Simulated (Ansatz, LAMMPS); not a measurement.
# Forces and charges in Mg2+ triflate in trimethyl phosphate and diglyme at 440 K (131 atoms), part 2 of 2

What does DFT give for Mg2+ triflate in trimethyl phosphate and diglyme at 440 K (131 atoms) as built?

Ansatz 0.2.0; Kohn-Sham DFT, PBE+D3(BJ), PAW (set soft_2), plane waves.

The cell: 26 C, 28 O, 64 H, 4 P, 2 S, 6 F and 1 Mg. The network of contacts between molecules at the start is that of the classical potential that made the cell. The density was typed from a rule of thumb and may lie off the real one at this temperature. Only the Γ point is sampled, in a cell whose shortest periodic width is 12 Å.

So far. Step 3 (Plane-wave single point): Electrostatic potential energy in the ac plane at fractional y = 0.071, with atoms of O and C and H and F and S within 0.2 Å of it. With pseudopotentials it is smooth inside the atoms' cores, unlike the true potential.

### 3. Plane-wave single point (continued)

Valence density in the ac plane at fractional y = 0.071, with atoms of O and C and H and F and S within 0.2 Å of it. It is the smooth field of the valence electrons, not physical close to the nuclei.

Values in units of 1e0 e/Å³, 13 rows by 16 columns, each cell a mean:
```
0.8 1.6 0.3 0.1 0.1 0.0 0.1 0.2 0.0 0.0 0.0 0.0 0.1 0.4 1.4 1.1
0.1 0.1 0.1 0.0 0.0 0.1 0.3 0.4 0.1 0.0 0.0 0.0 0.1 0.6 1.3 0.5
0.0 0.0 0.0 0.0 0.1 0.2 0.1 0.1 0.0 0.0 0.0 0.2 0.6 0.3 0.2 0.1
0.0 0.0 0.0 0.1 0.8 5.9 1.2 0.0 0.0 0.0 0.0 0.3 0.7 0.4 0.2 0.0
0.0 0.0 0.0 0.0 0.4 2.4 0.5 0.0 0.0 0.0 0.0 0.0 0.0 0.1 0.1 0.0
0.8 0.1 0.0 0.0 0.0 0.0 0.0 0.0 0.0 0.0 0.0 0.0 0.0 0.0 0.0 0.5
1.4 0.2 0.1 0.3 0.1 0.0 0.0 0.0 0.0 0.0 0.0 0.0 0.0 0.0 0.2 1.0
1.4 0.8 1.1 2.1 0.4 0.1 0.3 0.2 0.0 0.0 0.0 0.0 0.0 0.6 2.6 1.5
0.5 0.8 0.9 0.6 0.1 0.2 1.1 0.3 0.0 0.0 0.0 0.0 0.0 0.3 1.4 0.4
0.2 0.7 0.5 0.1 0.1 0.1 0.1 0.1 0.0 0.0 0.0 0.0 0.0 0.0 0.0 0.0
0.1 0.2 0.1 0.2 1.4 1.0 0.1 0.1 0.2 0.1 0.0 0.0 0.0 0.0 0.0 0.0
0.1 0.2 0.1 0.2 1.1 0.8 0.1 0.2 0.6 0.2 0.1 0.1 0.0 0.0 0.1 0.3
1.8 3.8 0.5 0.1 0.1 0.0 0.0 0.0 0.1 0.0 0.0 0.0 0.0 0.1 0.7 1.6
```
Columns run along a (11.9 Å), rows up along c (11.9 Å). Atoms in or near the plane, at fractional coordinates: O at (0.07, 0.01), C at (0.96, 0.01), C at (0.89, 0.91), H at (0.75, 0.76), H at (0.40, 0.34), F at (0.34, 0.70), S at (0.11, 0.34), C at (0.99, 0.43).

Mean intrinsic-atomic-orbital charges: C -0.19, F -0.27, H +0.18, Mg +1.62, O -0.70, P +2.10 e.

### 4. Local order

These statistics describe the geometry on which the runs were made.

Density 1.12 g/cm³, 13.00 Å³ an atom.

Pair distribution functions g(r), in bins of 0.2 Å:

| r (Å) | total | H-H | H-O | H-C | H-F | H-P | H-S |
| --- | --- | --- | --- | --- | --- | --- | --- |
| 0.90 | 0.08 | 0.00 | 0.00 | 0.43 | 0.00 | 0.00 | 0.00 |
| 1.10 | 4.16 | 0.00 | 0.00 | 21.50 | 0.00 | 0.00 | 0.00 |
| 1.30 | 0.39 | 0.00 | 0.00 | 0.00 | 0.00 | 0.00 | 0.00 |
| 1.50 | 1.50 | 0.00 | 0.00 | 0.00 | 0.00 | 0.00 | 0.00 |
| 1.70 | 0.98 | 3.34 | 0.00 | 0.00 | 0.00 | 0.00 | 0.00 |
| 1.90 | 0.98 | 2.60 | 1.18 | 0.10 | 0.00 | 0.00 | 0.00 |
| 2.10 | 1.48 | 0.53 | 4.42 | 1.39 | 0.00 | 0.00 | 0.00 |
| 2.30 | 0.47 | 0.63 | 0.43 | 0.23 | 0.68 | 0.00 | 0.00 |
| 2.50 | 0.93 | 0.85 | 0.89 | 0.39 | 0.00 | 1.71 | 0.00 |
| 2.70 | 1.06 | 0.65 | 1.39 | 0.92 | 0.93 | 1.84 | 0.00 |
| 2.90 | 0.79 | 0.91 | 0.76 | 0.64 | 0.21 | 2.29 | 0.00 |
| 3.10 | 0.92 | 0.96 | 0.86 | 0.68 | 0.91 | 2.23 | 1.08 |
| 3.30 | 0.81 | 0.88 | 0.97 | 0.90 | 0.16 | 1.71 | 0.48 |
| 3.50 | 0.73 | 0.81 | 0.65 | 0.93 | 0.57 | 2.40 | 1.72 |
| 3.70 | 0.96 | 0.68 | 1.10 | 0.83 | 1.39 | 0.97 | 1.53 |
| 3.90 | 1.08 | 1.16 | 1.04 | 1.34 | 0.94 | 0.17 | 1.06 |
| 4.10 | 1.02 | 0.95 | 1.24 | 0.94 | 0.72 | 1.25 | 0.63 |
| 4.30 | 0.96 | 1.06 | 0.98 | 1.05 | 0.94 | 0.58 | 1.44 |
| 4.50 | 1.17 | 1.37 | 1.19 | 1.15 | 0.61 | 0.51 | 0.80 |
| 4.70 | 0.98 | 1.00 | 0.97 | 1.00 | 1.03 | 0.95 | 0.72 |
| 4.90 | 1.02 | 1.00 | 0.98 | 1.11 | 1.16 | 1.20 | 1.55 |
| 5.10 | 1.08 | 1.19 | 1.03 | 1.07 | 1.22 | 1.34 | 1.22 |
| 5.30 | 1.04 | 0.98 | 1.09 | 1.09 | 0.94 | 1.12 | 1.51 |
| 5.50 | 1.00 | 0.84 | 0.90 | 1.02 | 1.27 | 0.95 | 0.69 |
| 5.70 | 0.96 | 0.92 | 1.02 | 0.87 | 1.09 | 1.31 | 0.48 |
| 5.90 | 1.00 | 1.06 | 0.97 | 0.88 | 1.52 | 1.00 | 0.92 |

Bonds by pair of elements; cutoffs follow the first minimum of g(r), held within bounds set by covalent radii, and pairs that aren't listed don't count as bonded:

| pair A-B | cutoff (Å) | bonds | mean length (Å) | spread (Å) | shortest (Å) | B about A | A about B |
| --- | --- | --- | --- | --- | --- | --- | --- |
| H-C | 1.34 | 64 | 1.09 | 0.037 | 1 | 1 | 2.46 |
| O-C | 1.73 | 24 | 1.43 | 0.029 | 1.36 | 0.857 | 0.923 |
| O-P | 2.08 | 16 | 1.58 | 0.055 | 1.47 | 0.571 | 4 |
| O-S | 1.88 | 6 | 1.45 | 0.024 | 1.42 | 0.214 | 3 |
| O-Mg | 2.62 | 6 | 2.07 | 0.098 | 1.93 | 0.214 | 6 |
| C-C | 1.85 | 4 | 1.49 | 0.026 | 1.48 | 0.308 | 0.308 |
| C-F | 1.62 | 6 | 1.36 | 0.019 | 1.33 | 0.231 | 1 |
| C-S | 2.21 | 2 | 1.82 | 0.003 | 1.82 | 0.077 | 1 |

How many atoms have how many bonded neighbours:

| element | mean | 1 | 2 | 3 | 4 | 6 |
| --- | --- | --- | --- | --- | --- | --- |
| C | 4 | 0 | 0 | 0 | 26 | 0 |
| F | 1 | 6 | 0 | 0 | 0 | 0 |
| H | 1 | 64 | 0 | 0 | 0 | 0 |
| Mg | 6 | 0 | 0 | 0 | 0 | 1 |
| O | 1.86 | 6 | 20 | 2 | 0 | 0 |
| P | 4 | 0 | 0 | 0 | 4 | 0 |
| S | 4 | 0 | 0 | 0 | 2 | 0 |

Bond angles, per cent of each kind in bins of 5°:

| angle (°) | H-C-O | H-C-H | O-P-O | C-C-H | O-Mg-O |
| --- | --- | --- | --- | --- | --- |
| 75–80 | 0.0 | 0.0 | 0.0 | 0.0 | 6.7 |
| 80–85 | 0.0 | 0.0 | 0.0 | 0.0 | 6.7 |
| 85–90 | 0.0 | 0.0 | 0.0 | 0.0 | 13.3 |
| 90–95 | 0.0 | 0.0 | 0.0 | 0.0 | 46.7 |
| 95–100 | 3.1 | 5.4 | 8.3 | 0.0 | 6.7 |
| 100–105 | 12.5 | 14.3 | 20.8 | 12.5 | 0.0 |
| 105–110 | 31.2 | 42.9 | 25.0 | 56.2 | 0.0 |
| 110–115 | 40.6 | 25.0 | 16.7 | 31.2 | 0.0 |
| 115–120 | 12.5 | 10.7 | 29.2 | 0.0 | 0.0 |
| 120–125 | 0.0 | 1.8 | 0.0 | 0.0 | 0.0 |
| 125–130 | 0.0 | 0.0 | 0.0 | 0.0 | 0.0 |
| 130–135 | 0.0 | 0.0 | 0.0 | 0.0 | 0.0 |
| 135–140 | 0.0 | 0.0 | 0.0 | 0.0 | 0.0 |
| 140–145 | 0.0 | 0.0 | 0.0 | 0.0 | 0.0 |
| 145–150 | 0.0 | 0.0 | 0.0 | 0.0 | 0.0 |
| 150–155 | 0.0 | 0.0 | 0.0 | 0.0 | 0.0 |
| 155–160 | 0.0 | 0.0 | 0.0 | 0.0 | 0.0 |
| 160–165 | 0.0 | 0.0 | 0.0 | 0.0 | 0.0 |
| 165–170 | 0.0 | 0.0 | 0.0 | 0.0 | 13.3 |
| 170–175 | 0.0 | 0.0 | 0.0 | 0.0 | 6.7 |

Bond angles (no mean is given where the spread exceeds 20°):

| angle | count | mean (°) | spread (°) |
| --- | --- | --- | --- |
| H-C-O | 64 | 110 | 4.6 |
| H-C-H | 56 | 109 | 5.3 |
| O-P-O | 24 | 109 | 6.6 |
| C-C-H | 16 | 109 | 3.2 |
| O-Mg-O | 15 | - | - |

Bond length by coordination (bonds to H left out):

| element | coordination | atoms | mean bond length (Å) |
| --- | --- | --- | --- |
| O | 1 | 6 | 1.46 |
| O | 2 | 20 | 1.56 |
| O | 3 | 2 | 1.65 |

First main peaks of g(r), for some of the pairs, lie near 1.8 Å (H-H), 2.1 Å (H-O) and 1.1 Å (H-C). Counting bonds as in the table, all C atoms have 4, all F atoms have 1, all H atoms have 1 and all Mg atoms have 6 bonded neighbours. The H-C-O angle averages 110° with a spread of 5°.

The surroundings of C4, which bears the longest force, nearest first, numbered as they follow in the input and with coordinates relative to it.

| atom | x | y | z | distance (Å) | bonds | intrinsic-atomic-orbital charge (e) | Fx | Fy | Fz (eV/Å) |
| --- | --- | --- | --- | --- | --- | --- | --- | --- | --- |
| C4 | 0.00 | 0.00 | 0.00 | 0.00 | 4 | -0.17 | -3.97 | 2.66 | 1.75 |
| H15 | 0.90 | -0.36 | -0.23 | 1.00 | 1 | 0.21 | 4.15 | -0.87 | -0.92 |
| H16 | -0.49 | 0.45 | -0.85 | 1.08 | 1 | 0.18 | -0.17 | -0.05 | -0.95 |
| O5 | 0.02 | 1.07 | 1.03 | 1.48 | 2 | -0.42 | 1.50 | 0.16 | -1.08 |
| C3 | -0.74 | -1.19 | 0.48 | 1.48 | 4 | -0.13 | -0.03 | -1.97 | -1.65 |
| H13 | -0.43 | -1.35 | 1.50 | 2.06 | 1 | 0.17 | -0.28 | -0.29 | 1.01 |
| H14 | -0.36 | -2.06 | -0.09 | 2.09 | 1 | 0.19 | -0.08 | 0.05 | -0.15 |
| C6 | 0.75 | 2.22 | 0.45 | 2.38 | 4 | -0.13 | -0.61 | 0.05 | 2.02 |
| O2 | -2.19 | -1.21 | 0.30 | 2.52 | 3 | -0.43 | 2.42 | -0.19 | 0.83 |
| H17 | 0.13 | 2.60 | -0.32 | 2.62 | 1 | 0.16 | -0.23 | 0.16 | -1.71 |
| H18 | 1.80 | 1.98 | 0.20 | 2.68 | 1 | 0.17 | -0.37 | -0.16 | -0.31 |
| H10 | -1.84 | -0.01 | 1.96 | 2.69 | 1 | 0.19 | 0.77 | 0.14 | 0.29 |
| C1 | -2.54 | -0.17 | 1.16 | 2.80 | 4 | -0.34 | -1.40 | 1.04 | 0.26 |
| H12 | -2.66 | 0.73 | 0.58 | 2.82 | 1 | 0.17 | -0.08 | 0.62 | 0.01 |
| H80 | 0.95 | 0.75 | -2.60 | 2.87 | 1 | 0.21 | -0.24 | -0.64 | 0.05 |

The column of bonds counts only the pairs H-C within 1.34 Å, O-C within 1.73 Å, O-P within 2.08 Å, O-S within 1.88 Å, O-Mg within 2.62 Å, C-C within 1.85 Å, C-F within 1.62 Å, C-S within 2.21 Å; other neighbours, such as metal atoms beside each other in a compound, aren't counted, and periodic images can show an atom twice.

### 5. What came out

```
free energy per atom                             : -267.3993 eV/atom
pressure                                         : 1.198 GPa
r.m.s. force component                           : 1.056 eV/Å
gap (highest filled to lowest empty level) : 4.321 eV
wall time of the 1 DFT run                       : 12 s
```

What this shows: Filled and empty levels are parted by 4.32 eV (at Γ alone); a semilocal functional tends to put such gaps too low. In a disordered cell it changes from sample to sample and from frame to frame. Counting bonds as in the table, all C atoms have 4, all F atoms have 1, all H atoms have 1 and all Mg atoms have 6 bonded neighbours.

Caveats: The force components of 1.1 eV/Å r.m.s. come partly from thermal motion and partly from the difference between the classical potential and DFT, above all in bond lengths inside molecules. The pressure of a single frame lacks the kinetic term.

[Logs are printed without paths, hosts, clocks, repeated set-up lines and the standing remarks that a program may print on its own settings, such as how far it seeks lower states.]

[Hosts, paths, dates, database ids (printed as entryN), source tags and the programs' standing remarks are cut or masked in the printed files.]
